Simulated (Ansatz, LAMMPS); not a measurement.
# Glassy 72SiO2-17Al2O3-6BaO-6ZnO (mol %) (116 atoms): geometry optimisation, part 2 of 3

How does glassy 72SiO2-17Al2O3-6BaO-6ZnO (mol %) (116 atoms) relax, and what do bonds, charges and levels look like afterwards?

Ansatz 0.2.0; Kohn-Sham DFT, RPBE, PAW (set soft_2), plane waves.

The cell: 26 Si, 12 Al, 2 Ba, 2 Zn and 74 O. The quench rate of 50 K/ps far exceeds what a furnace or splat quench reaches. The network of bonds at the start is that of the classical potential that made the cell. The Brillouin zone is sampled at Γ only, in a cell whose shortest periodic width is 12 Å. The levels lack spin–orbit coupling.

So far. Step 3 (Single point at the start): Neighbours are counted within 2.12 Å (O-Si), 2.38 Å (O-Al), 3.43 Å (O-Ba), 2.33 Å (O-Zn).

## (4) Relaxation

The atoms are relaxed in the fixed cell, aiming at the force tolerance of the input.

input.yaml reads:

```yaml
crystal:
  lattice:
    - [11.5551, 0.0, 0.0]
    - [0.0, 11.5551, 0.0]
    - [0.0, 0.0, 11.5551]
  atoms:
    [... the 116 atom lines of step 3 ...]
kpoints:
  mp_grid: { grid: [1, 1, 1] }
hamiltonian:
  xc: rpbe
scf:
  occupations: { method: fixed }
output:
  forces: true
relax:
  f_tol: 0.05
  max_steps: 200
```

Command:

```sh
$ ansatz run input.yaml --threads 4 --pin off --max-ram 8192MiB --backend cpu --events-out ev --progress --plain --runs-dir out
```

Numbers of over 12 decimals in the logs are rounded to 6 here.

What it wrote:

```text
[...]
Crystal: 116 atoms, lattice volume = 1542.841 Å³
Basis set: ecut = 420 eV, 30095 PW (Γ), exchange–correlation on 160×160×160 points (8 copies of the dense FFT grid, shifted against one another)
Bands: 430, of which v1, the nominal top of the filled ones, is band 314 counted from 1 (313 counted from 0)
Symmetry: 1 space group operations
[...]
k-points: 1
[...]
SCF iter   1: F=—  HF=-83900.055058 eV  |F-HF|=—  |Δ(HF+E_count)|=         —  Δρ=4.35e-3  dr2=3.48e-1  ethr=1.77e-3  ⟨swp⟩=5.0  Hψ=1517  notcnv=0  defer=114
[...]
SCF iter   3: F=—  HF=-83900.015543 eV  |F-HF|=—  |Δ(HF+E_count)|=   2.32e-3  Δρ=9.41e-4  dr2=1.76e-2  ethr=9.93e-6  ⟨swp⟩=3.0  Hψ=569  notcnv=0  defer=95
automatic band count: iteration 3 solves 411 bands in place of 430: the levels show a gap, and the empty bands left out lie too high to hold charge; the band table lists the bands solved (type scf.n_extra_bands for more)
SCF iter   4: F=—  HF=-83900.015915 eV  |F-HF|=—  |Δ(HF+E_count)|=   3.71e-4  Δρ=3.68e-4  dr2=1.83e-3  ethr=2.81e-6  ⟨swp⟩=3.0  Hψ=569  notcnv=0  defer=95
[...]
SCF iter   7: F=-83900.016005 eV  HF=-83900.016009 eV  |F-HF|=4.21e-6  |Δ(HF+E_count)|=   3.80e-7  Δρ=2.13e-5  dr2=7.46e-6  ethr=9.95e-9  ⟨swp⟩=4.0  Hψ=1233  notcnv=0
SCF 1 converged in 7 iterations: F = -83900.016005 eV  dr2 = 7.46e-6
[...]
relax step   1: F+E_penalty+E_count = -83900.01600455 eV  Δ(F+E_penalty+E_count) = +0.000e0 eV  max|allowed force component| = 4.872e0 eV/Å  Δτ_max = 0.0000 Å  (7 SCF iters, dr2 threshold 6.25e-5 eV, accepted)
[... from here on, the SCF cycles and remarks between the steps are left out ...]
relax step   2: F+E_penalty+E_count = -83905.68723104 eV  Δ(F+E_penalty+E_count) = -5.671e0 eV  max|allowed force component| = 3.257e0 eV/Å  Δτ_max = 0.1999 Å  (7 SCF iters, dr2 threshold 1.00e-4 eV, accepted)
relax step   3: F+E_penalty+E_count = -83909.70916918 eV  Δ(F+E_penalty+E_count) = -4.022e0 eV  max|allowed force component| = 9.389e-1 eV/Å  Δτ_max = 0.1992 Å  (8 SCF iters, dr2 threshold 1.00e-4 eV, accepted)
relax step   4: F+E_penalty+E_count = -83910.23683423 eV  Δ(F+E_penalty+E_count) = -5.277e-1 eV  max|allowed force component| = 4.564e-1 eV/Å  Δτ_max = 0.1950 Å  (6 SCF iters, dr2 threshold 7.33e-5 eV, accepted)
relax step   5: F+E_penalty+E_count = -83910.57515137 eV  Δ(F+E_penalty+E_count) = -3.383e-1 eV  max|allowed force component| = 5.338e-1 eV/Å  Δτ_max = 0.0820 Å  (7 SCF iters, dr2 threshold 1.73e-5 eV, accepted)
relax step   6: F+E_penalty+E_count = -83910.74510995 eV  Δ(F+E_penalty+E_count) = -1.700e-1 eV  max|allowed force component| = 3.141e-1 eV/Å  Δτ_max = 0.0767 Å  (6 SCF iters, dr2 threshold 6.73e-5 eV, accepted)
relax step   7: F+E_penalty+E_count = -83910.85116002 eV  Δ(F+E_penalty+E_count) = -1.061e-1 eV  max|allowed force component| = 2.372e-1 eV/Å  Δτ_max = 0.0809 Å  (6 SCF iters, dr2 threshold 3.42e-5 eV, accepted)
relax step   8: F+E_penalty+E_count = -83910.91936543 eV  Δ(F+E_penalty+E_count) = -6.821e-2 eV  max|allowed force component| = 2.213e-1 eV/Å  Δτ_max = 0.0857 Å  (7 SCF iters, dr2 threshold 1.95e-5 eV, accepted)
relax step   9: F+E_penalty+E_count = -83910.95993129 eV  Δ(F+E_penalty+E_count) = -4.057e-2 eV  max|allowed force component| = 2.236e-1 eV/Å  Δτ_max = 0.0733 Å  (6 SCF iters, dr2 threshold 2.79e-5 eV, accepted)
relax step  10: F+E_penalty+E_count = -83910.98114090 eV  Δ(F+E_penalty+E_count) = -2.121e-2 eV  max|allowed force component| = 1.508e-1 eV/Å  Δτ_max = 0.0233 Å  (5 SCF iters, dr2 threshold 4.35e-5 eV, accepted)
relax step  11: F+E_penalty+E_count = -83911.01110450 eV  Δ(F+E_penalty+E_count) = -2.996e-2 eV  max|allowed force component| = 3.918e-1 eV/Å  Δτ_max = 0.1158 Å  (7 SCF iters, dr2 threshold 1.04e-5 eV, accepted)
relax step  12: F+E_penalty+E_count = -83910.97353809 eV  Δ(F+E_penalty+E_count) = +3.757e-2 eV  max|allowed force component| = 2.856e-1 eV/Å  Δτ_max = 0.2000 Å  (7 SCF iters, dr2 threshold 6.98e-5 eV, rejected (line search))
relax step  13: F+E_penalty+E_count = -83911.03902747 eV  Δ(F+E_penalty+E_count) = -2.792e-2 eV  max|allowed force component| = 1.057e-1 eV/Å  Δτ_max = 0.0504 Å  (11 SCF iters, accepted)
relax step  14: F+E_penalty+E_count = -83911.04158536 eV  Δ(F+E_penalty+E_count) = -2.558e-3 eV  max|allowed force component| = 8.739e-2 eV/Å  Δτ_max = 0.1000 Å  (9 SCF iters, accepted)
relax step  15: F+E_penalty+E_count = -83911.04750007 eV  Δ(F+E_penalty+E_count) = -5.915e-3 eV  max|allowed force component| = 3.759e-2 eV/Å  Δτ_max = 0.0445 Å  (9 SCF iters, accepted)
SCF converged after 9 iterations
Free energy (F): -83911.047500 eV
[...]
Internal energy: -83911.047500 eV  (E = F + TS)
E sigma→0 (E₀):  -83911.047500 eV
Fermi energy:    4.170205 eV
[...]
--- Forces (eV/Å), atoms counted from 1 ---
  atom   1  Si     0.00651436     0.00058147    -0.02228321
  atom   2  Si    -0.00167894     0.00473213    -0.00797027
  atom   3  Si     0.00144764    -0.02621202     0.01175685
  atom   4  Si    -0.01081552     0.00635455    -0.01068615
  atom   5  Si     0.00515406     0.00827528     0.00669647
  atom   6  Si    -0.00204753    -0.00354309     0.01209009
  atom   7  Si    -0.01246277     0.01045251    -0.00102653
  atom   8  Si    -0.01048215    -0.00894020    -0.00463433
  atom   9  Si    -0.00400922     0.01546515     0.02601666
  atom  10  Si    -0.02717071     0.02598093    -0.01474136
  atom  11  Si    -0.00050398     0.00003989     0.00995650
  atom  12  Si    -0.01032664     0.00041164     0.01134513
  atom  13  Si     0.00423111    -0.01898536    -0.00466259
  atom  14  Si    -0.01779241    -0.00287426     0.01302256
[...]
atom 115  O     -0.01578539     0.00756717     0.01144814
  atom 116  O      0.00281786     0.01214187     0.00329482
  max |Σ_I F_I| component: 9.77e-5 eV/Å
--- Relaxed structure (15 steps of the walk, 14 accepted, 0 SCFs on fresh bases) ---
  F+E_penalty+E_count = -83911.04750007 eV   max|allowed force component| = 3.759e-2 eV/Å
  atoms:
    - { symbol: Si, position: [0.180472, 0.870903, 0.879074] }
    - { symbol: Si, position: [0.181069, 0.055968, 0.070246] }
    - { symbol: Si, position: [0.206181, 0.113002, 0.312535] }
    - { symbol: Si, position: [0.246277, 0.521014, 0.556170] }
[...]
- { symbol: O, position: [0.240355, 1.000697, 0.635510] }
```

The job ended after 3.9 min (4 threads of Arm Neoverse V1, shared host; peak memory 2 GiB).

Relaxation path:

```csv
step,energy less that of the first step (eV),largest force component (eV/Å)
1,0.0000,4.8718
2,-5.6712,3.2571
3,-9.6932,0.9389
4,-10.2208,0.4564
5,-10.5591,0.5338
6,-10.7291,0.3141
7,-10.8352,0.2372
8,-10.9034,0.2213
9,-10.9439,0.2236
10,-10.9651,0.1508
11,-10.9951,0.3918
12,-10.9575,0.2856
13,-11.0230,0.1057
14,-11.0256,0.0874
15,-11.0315,0.0376
```

Relaxation step 12 was tried and not accepted.

The atoms that moved most (Å):

```csv
atom,dx,dy,dz,length
O97,0.477,-0.060,-0.249,0.542
Zn41,0.420,0.231,0.230,0.532
O70,-0.450,-0.225,-0.035,0.504
O54,0.198,-0.404,0.176,0.483
Zn42,0.301,-0.030,0.372,0.479
O47,-0.394,-0.239,-0.123,0.477
Si10,0.216,-0.283,-0.083,0.366
O83,0.303,-0.159,0.055,0.347
```

The relaxation changed the energy by -95.1 meV/atom, and atoms moved by 0.21 Å r.m.s., 0.54 Å at most.

## (5) Structure statistics after relaxation

Bonds before and after, by the cutoffs listed below:

```csv
pair,bonds before,bonds after,mean before (Å),mean after (Å),spread before (Å),spread after (Å)
O-Si,104,104,1.621,1.641,0.049,0.029
O-Al,50,50,1.795,1.808,0.139,0.088
O-Ba,16,16,2.999,2.889,0.148,0.160
O-Zn,7,5,2.031,1.901,0.081,0.071
```

Density 2.85 g/cm³, 13.30 Å³ an atom.

Pair distribution functions g(r), in bins of 0.2 Å:

```
r (Å)  total   O-O   O-Si  O-Al  O-Ba  O-Zn  Si-Si
 1.50   0.37  0.00   1.28  0.00  0.00  0.00   0.00
 1.70   4.00  0.00  11.06  6.39  0.00  0.00   0.00
 1.90   0.64  0.00   0.00  3.92  0.00  5.73   0.00
 2.10   0.04  0.00   0.00  0.33  0.00  0.00   0.00
 2.30   0.02  0.00   0.00  0.00  0.00  0.77   0.00
 2.50   0.51  1.07   0.00  0.21  0.00  0.70   0.00
 2.70   2.04  4.71   0.00  0.10  3.33  0.00   0.24
 2.90   1.08  1.65   0.33  0.48  2.95  1.49   1.88
 3.10   1.06  0.96   0.43  0.57  1.33  0.00   3.74
 3.30   0.92  0.73   0.91  1.13  0.39  0.39   1.20
 3.50   0.72  0.48   0.87  0.90  0.67  0.35   0.14
 3.70   0.89  0.49   1.24  1.30  0.91  1.51   0.39
 3.90   1.19  0.71   1.69  1.59  0.27  2.74   0.84
 4.10   1.29  0.61   2.37  1.65  0.74  1.24   0.87
 4.30   0.98  0.63   1.34  1.46  0.90  0.88   0.78
 4.50   1.10  1.23   0.93  1.10  1.41  1.62   1.15
 4.70   0.93  1.16   0.65  0.76  0.75  0.57   1.23
 4.90   0.91  1.26   0.56  0.60  1.21  0.87   1.21
 5.10   1.05  1.48   0.65  0.61  2.40  0.79   0.77
 5.30   1.00  1.33   0.59  0.79  1.32  0.74   0.98
 5.50   1.05  1.15   0.79  1.07  0.98  1.10   1.38
 5.70   1.02  0.81   1.16  1.17  0.64  0.89   1.34
```

Bonds by pair of elements; cutoffs follow the first minimum of g(r), held within bounds set by covalent radii, and pairs that aren't listed don't count as bonded:

```csv
pair A-B,cutoff (Å),bonds,mean length (Å),spread (Å),shortest (Å),B about A,A about B
O-Si,2.08,104,1.64,0.029,1.58,1.41,4
O-Al,2.33,50,1.81,0.088,1.67,0.676,4.17
O-Ba,3.38,16,2.89,0.16,2.65,0.216,8
O-Zn,2.2,5,1.90,0.071,1.81,0.068,2.5
```

How many atoms have how many bonded neighbours:

```
element  mean   2   3   4  5  8
     Al  4.17   0   0  10  2  0
     Ba     8   0   0   0  0  2
      O  2.37  47  27   0  0  0
     Si     4   0   0  26  0  0
     Zn   2.5   1   1   0  0  0
```

Bond angles (no mean is given where the spread exceeds 20°):

| angle | count | mean (°) | spread (°) |
| --- | --- | --- | --- |
| O-Si-O | 156 | 109 | 5.9 |
| O-Al-O | 80 | 108 | 16.4 |
| O-Ba-O | 56 | - | - |
| Si-O-Si | 37 | 143 | 15.2 |
| Al-O-Si | 34 | 133 | 19.6 |

Oxygen atoms by the number of network formers (Si, P, Ge, B, Al, As, Ga) bound to them:

```
network formers bound to O  O atoms  per cent
                         0        0         0
                         1        3       4.1
                         2       62      83.8
                         3        9      12.2
```

Network units: each former by its oxygen neighbours and how many of them bridge to another former:

```
former  O neighbours  bridging O  atoms
    Si             4           3      2
    Si             4           4     24
    Al             4           4     10
    Al             5           4      1
    Al             5           5      1
```

Bond length by coordination (bonds to H left out):

| element | coordination | atoms | mean bond length (Å) |
| --- | --- | --- | --- |
| Al | 4 | 10 | 1.79 |
| Al | 5 | 2 | 1.88 |
| O | 2 | 47 | 1.66 |
| O | 3 | 27 | 1.99 |
| Zn | 2 | 1 | 1.84 |
| Zn | 3 | 1 | 1.94 |

Rings of the network by King's shortest-path rule, up to 12 atoms, one path for each pair of neighbours; H, halogens, alkali and alkaline-earth atoms are left out, and the last column divides by all other atoms, bonded or not:

```
ring size (atoms)  rings  per network atom
                4      4             0.035
                6      7             0.061
                8     12             0.105
               10     24             0.211
               12     32             0.281
```

First main peaks of g(r), for some of the pairs, lie near 2.7 Å (O-O), 1.6 Å (O-Si), 1.8 Å (O-Al), 2.8 Å (O-Ba), 1.9 Å (O-Zn) and 3.1 Å (Si-Si). Counting bonds as in the table, 83 % of Al atoms have 4, all Ba atoms have 8, 64 % of O atoms have 2 and all Si atoms have 4 bonded neighbours. The O-Si-O angle averages 109° with a spread of 6°. Counting bonds to Si and Al alone, not to Zn, 84 % of the oxygens join two of these atoms and 4 % one; 12 % join three. The commonest Si unit has 4 oxygens, 4 of them shared with other formers (24 of 26 atoms). Rings of 12 atoms are the most common (41 % of those counted); sizes run from 4 to 12, where the search stops.

(Continued in part 3 of 3.)

[Logs are printed without paths, hosts, clocks, repeated set-up lines and the standing remarks that a program may print on its own settings, such as how far it seeks lower states.]

[Hosts, paths, dates, database ids (printed as entryN), source tags and the programs' standing remarks are cut or masked in the printed files.]
